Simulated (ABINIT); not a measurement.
Records of electronic-structure calculations.

```
! title: CdS (Hawleyite): G0W0 with ABINIT, start to end
! method: RPA screening on PBE, plane waves, norm-conserving pseudopotentials (and 2 further levels or steps)
! program: ABINIT 10.8.3
! settings: cutoff 47 Ha, PseudoDojo scalar-relativistic 0.4.1 standard, norm-conserving, potential set dojo-sr-pbe-0.4.1-standard, ngkpt (4, 4, 4), nband 93, ecuteps 5 Ha, inclvkb 2, shiftk (0, 0, 0), symchi 1, awtr 1, frequency ppm, 4×4×4 k-mesh
! cost: 5 runs, 58 s in all on 8 MPI ranks of INTEL XEON PLATINUM 8581C at 2.10GHz (Emerald Rapids), shared host
! notes: The cell and positions come from the Crystallography Open Database and are kept as given unless a step says otherwise. Limits: no spin-orbit coupling. The 4×4×4 mesh is coarse for this cell, which bears on the long-range parts of exchange and screening.
! PBE gap: 1.14 eV, direct
! G0W0 gap on the mesh: 2.05 eV
! GW settings: 4×4×4 mesh, 93 bands, screening to 136.1 eV, Godby-Needs plasmon pole
! known limits: short of the basis limit; no spin-orbit coupling; coarse k mesh
CELL_PARAMETERS angstrom
0.00000 2.91650 2.91650
2.91650 0.00000 2.91650
2.91650 2.91650 0.00000
ATOMIC_POSITIONS crystal
Cd 0.00000 0.00000 0.00000
S 0.25000 0.25000 0.25000
```

[Long decimals in the printed logs are rounded to 6 places.]

[Logs are printed without paths, hosts, clocks, repeated set-up lines and the standing remarks that a program may print on its own settings, such as how far it seeks lower states.]

[Paths, hosts, dates, memory and timing lines, banners, echoed tables and standing remarks are left out of the program output; an Ansatz launch command may be rebuilt from the run's recorded settings. Measured values are a selection of at most five: reports struck by readers or far from the other reports are left out. None is set beside runs whose start may be inverted or whose files or cutoffs have a known fault.]

[Runs of the session that timed out or met a known fault of the program may be left out.]

[Hosts, paths, dates, database ids (printed as entryN), source tags and the programs' standing remarks are cut or masked in the printed files.]

[G0W0 gaps are taken among the corrected bands and points alone; a level outside them can change the order at an edge.]

[Where Ansatz stands beside ABINIT at settings called matched, ABINIT's density can come from a denser mesh and the files from another edition; pairs whose starting gaps differed by over 0.03 eV were left out, so agreement reads better than it is.]
